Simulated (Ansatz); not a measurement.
**Phonons of SrMg (Pm-3m) against volume**

Does SrMg (Pm-3m) expand much on heating, by its phonons?

Method: DFT PBEsol, scalar-relativistic, plane waves, PAW; PAW set soft_1, in Ansatz 0.2.0.

## Step 1: Set-up

It takes space group Pm-3m (No. 221, cubic). The conventional cell has a = 4.128 Å, b = 4.128 Å, c = 4.128 Å, α = 90.00°, β = 90.00°, γ = 90.00°. Nearest to Sr lie 8 Mg at 3.58 Å. Nearest to Mg lie 8 Sr at 3.58 Å. Farther neighbours, and contacts between anions beyond the nearest, are not listed.

## Step 2: Phonons on a q mesh

Stability and thermal properties need the whole zone. Linear response on a 4×4×4 q mesh gives force constants as far as a supercell of that size would.

File input.yaml:

```yaml
crystal:
  lattice:
    - [4.1282742471, 0.0, 0.0]
    - [0.0, 4.1282742471, 0.0]
    - [0.0, 0.0, 4.1282742471]
  atoms:
    - { symbol: Sr, position: [0.5, 0.5, 0.5] }
    - { symbol: Mg, position: [0.0, 0.0, 0.0] }
kpoints:
  mp_grid: { grid: [12, 12, 12] }
hamiltonian:
  xc: pbesol
  pseudopotentials: { kind: paw, azcp: { folder: soft_1 }, xc_functional: pbe }
scf:
  occupations: { method: methfessel_paxton, width: 0.2 }
output:
  eigenvalues: true
phonons:
  method: dfpt
  qmesh: [4, 4, 4]
  temperatures: { t_max: 1000, t_step: 50 }
  qpath:
    path:
      - [[0.0, 0.0, 0.0], [0.0, 0.5, 0.0], [0.5, 0.5, 0.0], [0.0, 0.0, 0.0], [0.5, 0.5, 0.5], [0.0, 0.5, 0.0]]
      - [[0.5, 0.5, 0.5], [0.5, 0.5, 0.0]]
    npoints: 10
```

Command:

```bash
$ ansatz run input.yaml --threads 4 --pin off --max-ram 10240MiB --backend cpu --events-out ev --progress --plain --runs-dir out
```

Output:

```text
Engine: ansatz 0.2.0, aarch64-unknown-linux-gnu
Pseudopotentials: kind: paw
Pseudopotential: Sr, paw, valence charge 10, recommended cutoff 420 eV (normal), soft_1/Sr.paw.azcp
Pseudopotential: Mg, paw, valence charge 10, recommended cutoff 420 eV (normal), soft_1/Mg.paw.azcp
Functional definition: PBEsol
  exchange = pbesol_x
  correlation = pbesol_c
Crystal: 2 atoms, lattice volume = 70.357 Å³
Basis set: ecut = 420 eV, 1357 PW (Γ), exchange–correlation on 60×60×60 points (8 copies of the dense FFT grid, shifted against one another)
Bands: 14, of which v1, the nominal top of the filled ones, is band 10 counted from 1 (9 counted from 0)
Symmetry: 48 space group operations
k-points: 84 of 1728
Non-local potential: Sr, projectors of the file, l = 0: 3, l = 1: 2, l = 2: 2
Non-local potential: Mg, projectors of the file, l = 0: 3, l = 1: 2, l = 2: 1
PAW form: soft (Blöchl's): semilocal exchange-correlation on the pseudo side does not see the compensation charge
PAW frozen core: Sr, regenerated for the run's functional, and the local potential with it (the file was generated under x = pbe(κ = 0.804, μ = 0.219515), c = pbe(β = 0.066725))
PAW frozen core: Mg, regenerated for the run's functional, and the local potential with it (the file was generated under x = pbe(κ = 0.804, μ = 0.219515), c = pbe(β = 0.066725))
PAW one-centre angular grid: Sr, 110 points (default); XC on 64 Gauss nodes
PAW one-centre angular grid: Mg, 110 points (default); XC on 64 Gauss nodes
Initial density: superposition of atomic densities (chi_scale 0.1, normalization cell, long waves kept (reshape's long-wave potential 0.00 eV rms))
Initial wavefunctions: pseudopotential atomic-orbital guess
Functional: x = pbesol(κ = 0.804, μ = 0.123457), c = pbesol(β = 0.046)
SCF iter   1: F=—  HF=-5404.560781 eV  |F-HF|=—  |Δ(HF+E_count)|=         —  Δρ=1.59e-2  dr2=3.26e-1  ethr=3.10e-3  ⟨swp⟩=7.3  Hψ=7731  notcnv=0
preconditioner: auto → Kerker (q_TF=auto, 2.212 Å⁻¹)  [metal: Δε(μ)=0.013 eV  Ē_g=3.718 eV  σ=0.200 eV  W_gap=0.06  n_scr=18 (ndim 8)  ℏωp=8.9 eV  f_vac=0.000  D(μ)=2.01/eV (n_scr^D=18)]
SCF iter   2: F=—  HF=-5404.477168 eV  |F-HF|=—  |Δ(HF+E_count)|=   8.36e-2  S|Δr|=    0.00e0  Δρ=9.85e-3  dr2=1.50e-1  ethr=1.63e-3  ⟨swp⟩=1.4  Hψ=1902  notcnv=0
SCF iter   3: F=—  HF=-5404.410957 eV  |F-HF|=—  |Δ(HF+E_count)|=   6.62e-2  S|Δr|=    0.00e0  Δρ=1.88e-3  dr2=5.57e-3  ethr=7.48e-4  ⟨swp⟩=2.0  Hψ=1617  notcnv=0
SCF iter   4: F=—  HF=-5404.408834 eV  |F-HF|=—  |Δ(HF+E_count)|=   2.12e-3  S|Δr|=    0.00e0  Δρ=5.71e-4  dr2=1.78e-4  ethr=2.78e-5  ⟨swp⟩=2.2  Hψ=1504  notcnv=0
SCF iter   5: F=—  HF=-5404.408844 eV  |F-HF|=—  |Δ(HF+E_count)|=   1.03e-5  S|Δr|=    0.00e0  Δρ=8.72e-5  dr2=7.36e-6  ethr=8.89e-7  ⟨swp⟩=2.7  Hψ=1728  notcnv=0
SCF iter   6: F=—  HF=-5404.408844 eV  |F-HF|=—  |Δ(HF+E_count)|=   1.78e-7  S|Δr|=    0.00e0  Δρ=2.01e-5  dr2=4.76e-7  ethr=3.68e-8  ⟨swp⟩=2.1  Hψ=1433  notcnv=0
SCF iter   7: F=—  HF=-5404.408845 eV  |F-HF|=—  |Δ(HF+E_count)|=   9.45e-7  S|Δr|=    0.00e0  Δρ=5.53e-6  dr2=3.84e-8  ethr=2.38e-9  ⟨swp⟩=2.0  Hψ=1559  notcnv=0
SCF iter   8: F=—  HF=-5404.408845 eV  |F-HF|=—  |Δ(HF+E_count)|=   3.36e-9  S|Δr|=    0.00e0  Δρ=1.08e-6  dr2=8.74e-10  ethr=1.92e-10  ⟨swp⟩=2.0  Hψ=1472  notcnv=0
SCF iter   9: F=—  HF=-5404.408845 eV  |F-HF|=—  |Δ(HF+E_count)|=  2.46e-10  S|Δr|=    0.00e0  Δρ=2.43e-7  dr2=3.51e-11  ethr=4.37e-12  ⟨swp⟩=2.2  Hψ=2016  notcnv=0
SCF iter  10: F=-5404.408845 eV  HF=-5404.408845 eV  |F-HF|=2.73e-12  |Δ(HF+E_count)|=  7.28e-12  S|Δr|=    0.00e0  Δρ=6.56e-8  dr2=2.19e-12  ethr=1.00e-12  ⟨swp⟩=7.7  Hψ=6830  notcnv=0
SCF 1 converged in 10 iterations: F = -5404.408845 eV  dr2 = 2.19e-12
  greatest PAW one-centre occupation: 1.000 electrons in one spin orbital (limit 2), on the Mg atom at site 1 (counted from 0), in its partial waves of l = 0
Initial density: read from a saved state, or passed on in memory by an earlier SCF of this step, an earlier step, the calling program or the single point that the run made first
iter 1 solved again at ethr=4.91e-8 eV; its pass at ethr=3.10e-3 eV (dr2=9.82e-6 eV) is discarded
SCF iter   1: F=—  HF=-5404.408847 eV  |F-HF|=—  |Δ(HF+E_count)|=         —  Δρ=4.62e-7  dr2=3.92e-11  ethr=4.91e-8  ⟨swp⟩=4.4  Hψ=12335  notcnv=0
eigensolver tolerance schedule: the retry pair's looser diagonalisation over-reported the residual by 250874.50 of it (diagonalisation noise at an unbounded share of the residual, at the tolerance the schedule requests for it); recorded, not acted on — ethr = c·dr2/N_el stays at c = 1.0e-1
preconditioner: auto → Kerker (q_TF=auto, 2.212 Å⁻¹)  [metal: Δε(μ)=0.005 eV  Ē_g=3.891 eV  σ=0.200 eV  W_gap=0.02  n_scr=18 (ndim 8)  ℏωp=8.9 eV  f_vac=0.000  D(μ)=2.05/eV (n_scr^D=18)]
SCF iter   2: F=—  HF=-5404.408845 eV  |F-HF|=—  |Δ(HF+E_count)|=   2.22e-6  S|Δr|=    0.00e0  Δρ=2.45e-7  dr2=1.26e-11  ethr=1.00e-12  ⟨swp⟩=4.1  Hψ=3253  notcnv=0
SCF iter   3: F=-5404.408845 eV  HF=-5404.408845 eV  |F-HF|=1.82e-12  |Δ(HF+E_count)|=  6.37e-12  S|Δr|=    0.00e0  Δρ=1.71e-7  dr2=6.56e-12  ethr=1.00e-12  ⟨swp⟩=4.7  Hψ=3617  notcnv=0
SCF 2 converged in 3 iterations: F = -5404.408845 eV  dr2 = 6.56e-12
phonons: the bands overlap, so this run is a metal and interpolates without the dipole-dipole term. If the crystal is really an insulator or semiconductor, its LO-TO splitting is missing
NSCF: frozen V_eff on 84 k-points
NSCF: frozen V_eff on 196 k-points
DFPT response loops at q = (0, 0, 0) (fractional): preconditioner auto → Kerker (q_TF=auto, 2.212 Å⁻¹) (partly filled bands, converged f_vac=0.000); β = 1.00, the filter's whole step (`scf.mixing.beta` (0.50) is not read by the response loops under this deck's `scf.mixing.preconditioner`; to damp them name `kerker` or `kerker_dos`, under which they read `scf.mixing.beta`, and type it under 1.00, their step now; both keys bind the ground state too); Broyden in place of MSR1
NSCF: frozen V_eff on 1176 k-points
DFPT response loops at q = (0, 0, 0.25) (fractional): mixed as the last ones told, above
NSCF: frozen V_eff on 686 k-points
DFPT response loops at q = (0, 0, -0.5) (fractional): mixed as the last ones told, above
NSCF: frozen V_eff on 2016 k-points
DFPT response loops at q = (0, 0.25, 0.25) (fractional): mixed as the last ones told, above
NSCF: frozen V_eff on 1176 k-points
DFPT response loops at q = (0, 0.25, -0.5) (fractional): mixed as the last ones told, above
NSCF: frozen V_eff on 686 k-points
DFPT response loops at q = (0, -0.5, -0.5) (fractional): mixed as the last ones told, above
NSCF: frozen V_eff on 1872 k-points
DFPT response loops at q = (0.25, 0.25, 0.25) (fractional): mixed as the last ones told, above
NSCF: frozen V_eff on 2016 k-points
DFPT response loops at q = (0.25, 0.25, -0.5) (fractional): mixed as the last ones told, above
NSCF: frozen V_eff on 1176 k-points
DFPT response loops at q = (0.25, -0.5, -0.5) (fractional): mixed as the last ones told, above
NSCF: frozen V_eff on 392 k-points
DFPT response loops at q = (-0.5, -0.5, -0.5) (fractional): mixed as the last ones told, above
SCF converged after 10 iterations
Stability not checked: this state was not tested for a lower state beside it, because cold or Methfessel-Paxton smearing, or corrected tetrahedra, fill the levels in a way that the test cannot read (fill_not_monotonic; see scf.lower_state_search)
Free energy (F): -5404.408845 eV
Harris-Foulkes:  -5404.408845 eV  (|F-HF|=2.73e-12)
Internal energy: -5404.405212 eV  (E = F + TS)
E sigma→0 (E₀):  -5404.407937 eV
Entropy (-TS):   -0.003633 eV (-1.817 meV/atom)
Fermi energy:    5.653529 eV
--- Per-component energies (eV) ---
  E_band       = -479.081190
  E_kinetic    = 299.908275
  E_local      = -2538.923106  (includes V_loc(G=0)·N_el)
  E_nonlocal   = 431.194999
  E_hartree    = 800.916280
  E_xc         = -197.726333
  E_vxc        = -186.407298  (∫ρ·V_xc dr)
  E_paw        = -2930.583884  (= ΣΔE_a)
  E_vpaw       = -86.686420  (= ΣTr[D̂ρ^β])
  E_aug_tail   = -0.000199  (compensation charges beyond the density's cutoff)
  E_ewald      = -1269.384453
  E_core_change = 0.193210  (= ΣΔE_core)
  E_smearing   = -0.003633  (= −TS)
  E_closure    = -0.000000  (closes the sum)
  Σ components = -5404.408845   (vs F -5404.408845, Δ=0.00e0)
--- Band table (eV; the first three rows and the last of 84) ---
  k-point 0: bands = [... 6 lower, -12.0954, -12.0954, 0.7906, 6.4825, 6.4825, 9.4486, 9.4486, 9.4486]
  k-point 1: bands = [... 6 lower, -12.0944, -12.0944, 0.8650, 6.3954, 6.5255, 9.2102, 9.2102, 9.3107]
  k-point 2: bands = [... 6 lower, -12.0916, -12.0916, 1.0844, 6.0675, 6.6505, 8.8080, 8.8080, 9.2108]
  k-point 83: bands = [... 6 lower, -12.2176, -12.2176, 5.0943, 5.0943, 5.0943, 6.3398, 8.8434, 8.8434]
--- Phonons (Γ-DFPT): 2 representative perturbations + reference (Σ response iterations 6) ---
  ASR residual: 1.424e-4 → 0.000e0 eV/Å²; symmetrization residual: 1.012e-6 eV/Å²
  ASR residual per site (eV/Å²): 1.42e-4 4.62e-5
  Γ frequencies (cm⁻¹): 0.00 0.00 0.00 171.36 171.36 171.36
--- Phonons (arbitrary-q DFPT): 10 irreducible q on the 4×4×4 mesh ---
  q = [0.0000, 0.0000, 0.0000] (star 1, of the zone-centre solve; hermiticity 9.85e-7, symmetrization 1.01e-11): -0.00 -0.00 0.00 171.36 171.36 171.36
  q = [0.0000, 0.0000, 0.2500] (star 6, 4 solved perturbations in 1848 linear systems a pass and spin channel, the states on 588 of 1728 k-point pairs; hermiticity 9.35e-7, symmetrization 3.88e-12): 54.04 54.04 62.05 152.44 166.03 166.03
  q = [0.0000, 0.0000, -0.5000] (star 3, 4 solved perturbations in 1078 linear systems a pass and spin channel, the states on 343 of 1728 k-point pairs; hermiticity 1.31e-13, symmetrization 2.06e-12): 80.59 80.59 95.93 119.37 158.37 158.37
  q = [0.0000, 0.2500, 0.2500] (star 12, 4 solved perturbations in 3108 linear systems a pass and spin channel, the states on 1008 of 1728 k-point pairs; hermiticity 9.88e-7, symmetrization 7.90e-13): 36.69 67.04 90.52 140.50 159.48 164.22
  q = [0.0000, 0.2500, -0.5000] (star 12, 6 solved perturbations on 588 of 1728 k-point pairs; hermiticity 7.54e-7, symmetrization 1.10e-13): 56.05 77.19 77.50 137.86 150.10 162.20
  q = [0.0000, -0.5000, -0.5000] (star 3, 4 solved perturbations in 1078 linear systems a pass and spin channel, the states on 343 of 1728 k-point pairs; hermiticity 1.10e-6, symmetrization 3.60e-13): 46.61 46.61 74.89 146.87 146.87 164.66
  q = [0.2500, 0.2500, 0.2500] (star 8, 2 solved perturbations on 936 of 1728 k-point pairs; hermiticity 8.00e-7, symmetrization 2.65e-12): 69.27 69.27 80.89 145.86 152.19 152.19
  q = [0.2500, 0.2500, -0.5000] (star 12, 4 solved perturbations in 3108 linear systems a pass and spin channel, the states on 1008 of 1728 k-point pairs; hermiticity 4.73e-7, symmetrization 1.00e-12): 54.44 82.24 95.95 135.48 142.41 150.54
  q = [0.2500, -0.5000, -0.5000] (star 6, 4 solved perturbations in 1848 linear systems a pass and spin channel, the states on 588 of 1728 k-point pairs; hermiticity 2.09e-7, symmetrization 3.35e-13): 75.27 75.27 92.79 136.04 136.04 142.96
  q = [-0.5000, -0.5000, -0.5000] (star 1, 2 solved perturbations on 196 of 1728 k-point pairs; hermiticity 1.20e-13, symmetrization 2.37e-12): 108.96 108.96 108.96 113.45 113.45 113.45
  sum rule: each row above includes the acoustic sum rule's correction from the zone centre's row sums; it moved no ω² by more than (0.72 cm⁻¹)²
  mesh force constants: q→R imaginary residual 2.33e-18; ASR residual 1.424e-4 → 0.000e0 eV/Å²; symmetrization residual 2.220e-15 eV/Å²
  interpolated dispersion: 62 rows × 6 modes
  density of states and harmonic sums: on the 16×16×16 q-mesh, interpolated from the force constants of a 4×4×4 supercell (no non-analytic term)
  largest difference from the sums on the solved wave vectors: F 1.43e-2 eV, S 1.83e-5 and C_V 3.98e-6 eV/K
  zero-point energy: 0.040866 eV/cell   skipped modes (ω ≤ 0): 3   left out of the sums: 1.22e-4 of the cell's modes: C_V's classical limit lies that fraction below 3 k_B per atom; for a crystal, a wire or a layer, F and S can be off by more, and a phonons.interpolated_qmesh denser along its periods is the remedy for the sampling
```

The job ended after 5.2 min (4 threads of Arm Neoverse V2, shared host; peak memory 2.2 GiB; 20 min of CPU time).

The column dr2 measures how far the density is from self-consistency, as an energy; F and HF (Harris–Foulkes) agree once it is small.

This step gave:

| Item | Value |
| --- | --- |
| volume per atom | 35.18 Å³ |
| gap on the k-mesh | 0 eV |
| sum-rule residual before enforcement | 1.42e-4 eV/Å² |
| lowest frequency on the path | 0 cm⁻¹ |
| point group | m-3m |
| highest frequency on path, mesh or solved points | 171.4 cm⁻¹ |
| mean frequency | 109.9 cm⁻¹ |
| Debye temperature (second moment) | 219 K |
| logarithmic mean frequency | 100.5 cm⁻¹ |
| highest optical mode at the zone centre (no LO-TO term) | 171.4 cm⁻¹ |
| lowest optical zone-centre mode | 171.4 cm⁻¹ |
| lowest mode on the q mesh (acoustic modes at Γ apart) | 36.69 cm⁻¹ |
| zero-point energy per atom | 20.43 meV |
| heat capacity at 300 K | 24.29 J/(mol atoms K) |
| vibrational entropy at 300 K | 43.48 J/(mol atoms K) |

Frequencies (cm⁻¹) solved at each irreducible wavevector; negative means imaginary. Frequencies by wavevector, by row:

```
q in reciprocal lattice units  star  mode 1  mode 2  mode 3  mode 4  mode 5  mode 6
                        0 0 0     1       0       0       0   171.4   171.4   171.4
                     0 0 0.25     6      54      54      62   152.4     166     166
                     0 0 -0.5     3    80.6    80.6    95.9   119.4   158.4   158.4
                  0 0.25 0.25    12    36.7      67    90.5   140.5   159.5   164.2
                  0 0.25 -0.5    12      56    77.2    77.5   137.9   150.1   162.2
                  0 -0.5 -0.5     3    46.6    46.6    74.9   146.9   146.9   164.7
               0.25 0.25 0.25     8    69.3    69.3    80.9   145.9   152.2   152.2
               0.25 0.25 -0.5    12    54.4    82.2      96   135.5   142.4   150.5
               0.25 -0.5 -0.5     6    75.3    75.3    92.8     136     136     143
               -0.5 -0.5 -0.5     1     109     109     109   113.5   113.5   113.5
```

Symmetry leaves 10 wavevectors to solve. The lowest mode among them, the acoustic zeros apart, lies at q = (0, 0.25, 0.25) and is real, 36.7 cm⁻¹.

## Step 3: Relaxing at another volume, volume ratio 0.97

The volume is scaled by 0.97 and held; symmetry leaves nothing to relax, so this is a single point. The modes can then be followed against volume.

input.yaml, the sections that differ from step 2:

```yaml
crystal:
  lattice:
    - [4.086571656, 0.0, 0.0]
    - [0.0, 4.086571656, 0.0]
    - [0.0, 0.0, 4.086571656]
  atoms:
    - { symbol: Sr, position: [0.5, 0.5, 0.5] }
    - { symbol: Mg, position: [0.0, 0.0, 0.0] }
output:
  forces: true
  stress: true
  eigenvalues: true
# kpoints, hamiltonian, scf: as in step 2
# phonons: removed
```

Output:

```text
[...]
Crystal: 2 atoms, lattice volume = 68.246 Å³
Basis set: ecut = 420 eV, 1357 PW (Γ), exchange–correlation on 60×60×60 points (8 copies of the dense FFT grid, shifted against one another)
Bands: 14, of which v1, the nominal top of the filled ones, is band 10 counted from 1 (9 counted from 0)
Symmetry: 48 space group operations
[...]
k-points: 84 of 1728
[...]
P = ⅓ Tr σ = 0.6723 GPa (6.723 kbar)
--- Band table (eV; the first three rows and the last of 84) ---
  k-point 0: bands = [... 6 lower, -11.7904, -11.7904, 0.9598, 6.6935, 6.6935, 9.7949, 9.7949, 9.7949]
  k-point 1: bands = [... 6 lower, -11.7892, -11.7892, 1.0365, 6.6117, 6.7377, 9.5389, 9.5389, 9.6558]
  k-point 2: bands = [... 6 lower, -11.7861, -11.7861, 1.2624, 6.2975, 6.8661, 9.1157, 9.1157, 9.5484]
  k-point 83: bands = [... 6 lower, -11.9259, -11.9259, 5.2912, 5.2912, 5.2912, 6.6679, 9.1889, 9.1889]
[key lines of the parts left out:]
SCF converged after 7 iterations
Free energy (F): -5404.404515 eV
Fermi energy:    5.892910 eV
```

The job ended after 1.1 s (4 threads; peak memory 0.37 GiB; 3.8 s of CPU time).

Read from the output:

```yaml
pressure: 0.6723 GPa
volume_per_atom: 34.12 Å³
```

The run ends at a pressure of 0.67 GPa.

(Part 1 of 2 ends here.)

[Long decimals in the printed logs are rounded to 6 places.]

[Logs are printed without paths, hosts, clocks, repeated set-up lines and the standing remarks that a program may print on its own settings, such as how far it seeks lower states.]

[Hosts, paths, dates, database ids (printed as entryN), source tags and the programs' standing remarks are cut or masked in the printed files.]

[Where the starting crystal was built by hand or by swapping elements, it need not be the compound's stable phase.]
